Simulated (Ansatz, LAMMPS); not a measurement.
# Static equation of state of glassy 56SiO2-26Al2O3-18BaO (mol %) (114 atoms)

Density of this cell: 2.95 g/cm³. The cell holds 114 atoms: 19 Si, 18 Al, 6 Ba and 71 O. Cell: a = 11.891 Å, b = 11.718 Å, c = 12.048 Å, α = 93.2°, β = 88.2°, γ = 91.4°. The starting structure: 114 atoms (19 Si, 18 Al, 6 Ba, 71 O) placed at random at 3.09 g/cm³, melted at 4000 K for 10 ps at fixed volume with the Morse and Coulomb pair potential with partial charges (Pedone, Malavasi, Menziani, Cormack and Segre, J. Phys. Chem. B 110, 11780 (2006)). Quenched from 4000 K to 300 K at 20 K/ps and fixed volume, held 10 ps at zero pressure, then minimised at fixed cell.

Calculated with Ansatz 0.2.0: Kohn-Sham DFT, RPBE, PAW (set soft_2), plane waves; cutoff 420 eV, Γ point, fixed occupations. Cell and atoms were relaxed first, to V0 = 14.691 Å³ an atom at a residual P0 = 0.005 GPa. The cell was then scaled evenly, and the atoms were relaxed at each volume.

| volume (Å³/atom) | pressure (GPa) |
| --- | --- |
| 13.222 | 5.648 |
| 13.810 | ? |
| 14.251 | 1.793 |
| 15.132 | -1.635 |
| 15.573 | -2.878 |

Task: Fit the third-order Birch–Murnaghan equation to the rows given and interpolate to the withheld row.

Worked fit:

Take the Eulerian strain f = ½[(V0/V)^(2/3) − 1] and the normalised pressure F = (P − P0) / [3f(1 + 2f)^(5/2)]. The third-order Birch–Murnaghan equation is then the line F = B0 + (3/2)B0(B′ − 4) f, so u = f and v = F.

```
      u = f  v = F (GPa)
  0.0363830      43.3749
  0.0102568      55.2452
-0.00975621      58.8565
 -0.0190505      55.5885
```

With n = 4: mean u = 0.00445828, mean v = 53.2663, Σ(u − ū)² = 0.0018075, Σ(u − ū)(v − v̄) = -0.43836. Slope b = -0.43836 / 0.0018075 = -242.52; intercept a = v̄ − b ū = 54.348.

So B0 = a = 54.3 GPa and B′ = 4 + 2b/(3a) = 1.03. At the withheld volume f = 0.02106, F = a + b f = 49.24 GPa, and P = P0 + 3f(1 + 2f)^(5/2) F.

Prediction at 13.810: 3.453 GPa. The run gave 3.469 GPa, so the fit is low by 0.015 GPa (0.44 % of the value).

The series isn't one smooth equation of state: even a line fitted to all rows, the withheld one included, misses F by up to 6.1 %, the count of bonds changes along the series and an atom moves over 0.5 Å in some relaxation. B0 and B′ are then only the numbers of this fit, not moduli of the material. Among the rows given, the largest miss of the fit is at 13.222, by 0.28 GPa (3.3 % of the range of the table).

Limits: Static cells at zero temperature; the cell shape is held. The program notes that the SCF threshold of these relaxations is loose for the stress. The quench rate of 20 K/ps is many orders above laboratory rates, so the cell is likely richer in defects and strain than a real sample. The network of bonds at the start is that of the classical potential that made the cell, and needn't be the one that DFT or experiment would give. Only the Γ point is sampled, in a cell whose shortest periodic width is 12 Å.

[Logs are printed without paths, hosts, clocks, repeated set-up lines and the standing remarks that a program may print on its own settings, such as how far it seeks lower states.]

[Hosts, paths, dates, database ids (printed as entryN), source tags and the programs' standing remarks are cut or masked in the printed files.]
